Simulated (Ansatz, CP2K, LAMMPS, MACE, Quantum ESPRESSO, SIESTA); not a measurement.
**Amorphous carbon at 2.81 g/cm³ (96 atoms): relaxed, then solved by several programs**

What does relaxation change in amorphous carbon at 2.81 g/cm³ (96 atoms), and how far do other programs agree with plane waves on the relaxed cell?

These are calculated values.

### Step 1. The structure

The cell holds 96 atoms (96 C), with edges of 8.80, 8.80 and 8.80 Å. Recipe: 96 atoms (96 C) placed at random at 2.81 g/cm³, melted at 6000 K for 10 ps at fixed volume with the LCBOP (Los and Fasolino, Phys. Rev. B 68, 024107 (2003)). Quenched from 6000 K to 300 K at 200 K/ps and fixed volume, held 5 ps, then minimised at fixed cell. Then the atoms were relaxed with MACE MP-0b3 medium in the fixed cell. Then the atoms were relaxed with CP2K double zeta, PBE. That run stopped short of its end.

### Step 2. The relaxation

CP2K double zeta (DZVP-MOLOPT-SR, GTH-PBE potentials, 360 Ry; k-points Γ) took 60 geometry steps and stopped short of its thresholds. It started from the geometry that MACE MP-0b3 medium had relaxed.

Elapsed: 64 min, on 4 MPI ranks of Arm Neoverse V2, shared host; peak memory 2.1 GiB.

|  | before | after |
| --- | --- | --- |
| energy (meV/atom) | 0 | -119.7 |
| C-C bonds under 1.85 Å | 149 at 1.443 Å | 158 at 1.481 Å |

Atoms moved by 0.28 Å r.m.s. and 0.63 Å at most, with the common shift taken off.

### Step 3. Local order after relaxation

Density 2.81 g/cm³, 7.103 Å³ an atom.

Pair distribution function in bins of 0.1 Å:

| r (Å) | total |
| --- | --- |
| 1.25 | 0.00 |
| 1.35 | 2.06 |
| 1.45 | 3.51 |
| 1.55 | 2.47 |
| 1.65 | 0.48 |
| 1.75 | 0.00 |
| 1.85 | 0.04 |
| 1.95 | 0.00 |
| 2.05 | 0.08 |
| 2.15 | 0.10 |
| 2.25 | 0.39 |
| 2.35 | 1.30 |
| 2.45 | 2.13 |
| 2.55 | 1.69 |
| 2.65 | 1.44 |
| 2.75 | 1.28 |
| 2.85 | 0.78 |
| 2.95 | 0.92 |
| 3.05 | 0.79 |
| 3.15 | 1.06 |
| 3.25 | 0.98 |
| 3.35 | 0.88 |
| 3.45 | 0.91 |
| 3.55 | 1.11 |
| 3.65 | 1.30 |
| 3.75 | 1.40 |
| 3.85 | 1.09 |
| 3.95 | 0.91 |
| 4.05 | 0.78 |
| 4.15 | 0.94 |
| 4.25 | 0.80 |
| 4.35 | 0.85 |

Bonds by pair of elements; cutoffs follow the first minimum of g(r), held within bounds set by covalent radii, and pairs that aren't listed don't count as bonded:

| pair A-B | cutoff (Å) | bonds | mean length (Å) | spread (Å) | shortest (Å) | B about A | A about B |
| --- | --- | --- | --- | --- | --- | --- | --- |
| C-C | 1.85 | 158 | 1.48 | 0.081 | 1.34 | 3.29 | 3.29 |

How many atoms have how many bonded neighbours:

| element | mean | 3 | 4 |
| --- | --- | --- | --- |
| C | 3.29 | 68 | 28 |

Bond angles (no mean is given where the spread exceeds 20°):

| angle | count | mean (°) | spread (°) |
| --- | --- | --- | --- |
| C-C-C | 372 | 115 | 12.4 |

Bond length by coordination (bonds to H left out):

| element | coordination | atoms | mean bond length (Å) |
| --- | --- | --- | --- |
| C | 3 | 68 | 1.44 |
| C | 4 | 28 | 1.55 |

Rings of the network by King's shortest-path rule, up to 12 atoms, one path for each pair of neighbours; H, halogens, alkali and alkaline-earth atoms are left out, and the last column divides by all other atoms, bonded or not:

| ring size (atoms) | rings | per network atom |
| --- | --- | --- |
| 3 | 1 | 0.01 |
| 4 | 4 | 0.042 |
| 5 | 9 | 0.094 |
| 6 | 15 | 0.156 |
| 7 | 13 | 0.135 |
| 8 | 28 | 0.292 |
| 9 | 21 | 0.219 |
| 10 | 6 | 0.062 |
| 11 | 2 | 0.021 |

Counting bonds as in the table, 71 % of C atoms have 3 bonded neighbours. The C-C-C angle averages 115° with a spread of 12°. Read as hybridisation, 29 % of the carbon is sp3 and 71 % sp2. Bonds at C atoms with 3 neighbours average 1.44 Å, against 1.55 Å at those with 4. Rings of 8 atoms are the most common (28 % of those counted); sizes run from 3 to 11.

### Step 4. The plane-wave reference

Quantum ESPRESSO 7.5: Kohn-Sham DFT, PBE, SSSP efficiency 1.3.0 pseudopotentials, plane waves. Its input for the relaxed cell:

```
&control
  calculation = 'scf'
  pseudo_dir = './pseudo'
  outdir = './tmp'
  disk_io = 'none'
  tprnfor = .true.
  tstress = .true.
/
&system
  ibrav = 0
  nat = 96
  ntyp = 1
  ecutwfc = 45
  ecutrho = 360
  nosym = .true.
  occupations = 'smearing'
  smearing = 'fd'
  degauss = 0.003675
/
&electrons
  conv_thr = 4.8e-07
  electron_maxstep = 100
  mixing_beta = 0.2
  mixing_mode = 'local-TF'
  diagonalization = 'david'
/
ATOMIC_SPECIES
C 12.011 C.upf
CELL_PARAMETERS angstrom
8.80170 0.00000 0.00000
0.00000 8.80170 0.00000
0.00000 0.00000 8.80170
ATOMIC_POSITIONS crystal
C 0.38902 0.32911 0.77708
C 0.88104 0.79907 0.03098
C 0.17660 0.06430 0.74917
[... 91 atom lines left out ...]
C 0.37975 0.97071 0.05654
C 0.12537 0.59976 0.38572
K_POINTS gamma
```

Wall time 45 s (4 MPI ranks of Arm Neoverse V2, shared host); peak memory 1.8 GiB; 3 min of CPU time.

### Step 5. Side by side

CPU times are from a shared host and are rough.

| level | basis or training data | k-points | own r.m.s. force (meV/Å) | difference from the reference (meV/Å) | pressure (GPa) | CPU time | memory (GiB) |
| --- | --- | --- | --- | --- | --- | --- | --- |
| QE, PBE | plane waves, SSSP efficiency, 45/360 Ry | Γ | 78 | - | 11.16 | 3 min | 1.8 |
| CP2K triple zeta, PBE | TZV2P-UZH, GTH-PBE potentials, 450 Ry | Γ | 79 | 16 | 11.57 | 20 min | 3.4 |
| SIESTA DZP, PBE | DZP orbitals, shift 0.01 Ry, mesh 250 Ry | Γ | 226 | 229 | 19.29 | 5.7 min | 1.6 |
| MACE MP-0b3 medium | trained on PBE(+U) plane-wave data | - | 466 | 475 | 11.29 | 8.5 s | 1.5 |

### Step 6. What came out

Relaxation in the fixed cell lowers the energy by 120 meV/atom at its own level and moves atoms by up to 0.63 Å. By the cutoffs of the final cell 10 bonds formed and 1 was lost, leaving 158. The reference finds an r.m.s. force of 78 meV/Å there and a pressure of 11.16 GPa, at a geometry that CP2K double zeta made.

Forces differ from the reference's by 16 meV/Å (CP2K triple zeta, PBE), 229 meV/Å (SIESTA DZP, PBE) and 475 meV/Å (MACE MP-0b3 medium). Pressures lie +0.1 GPa (MACE MP-0b3 medium), +0.4 GPa (CP2K triple zeta, PBE) and +8.1 GPa (SIESTA DZP, PBE) from the reference's. The levels on either side of half filling lie 0.28 eV apart in the reference, but the smearing leaves some partly filled, so none is tabled. Counting bonds as in the table, 71 % of C atoms have 3 bonded neighbours. Read as hybridisation, 29 % of the carbon is sp3 and 71 % sp2.

Caveats: The relaxation stopped short, so the geometry isn't a minimum. The density was set by the recipe and held. One sample of a disordered cell; defect or tail levels can set the gap. The quench rate of 200 K/ps is many orders above laboratory rates, so the cell is likely richer in defects and strain than a real sample. The reference samples only Γ, in a cell whose shortest periodic width is 9 Å. The plane-wave runs aren't exact: their cutoffs and mesh weren't converged further here. SIESTA's automatically made basis is far from complete, and its potentials were converted by us (checked for H, C, O, Si, Ge and Ca alone). Where levels are smeared, the DFT runs use Fermi–Dirac occupations at 580 K (0.05 eV), and energies are free energies.

[Logs are printed without paths, hosts, clocks, repeated set-up lines and the standing remarks that a program may print on its own settings, such as how far it seeks lower states.]

[Hosts, paths, dates, database ids (printed as entryN), source tags and the programs' standing remarks are cut or masked in the printed files.]
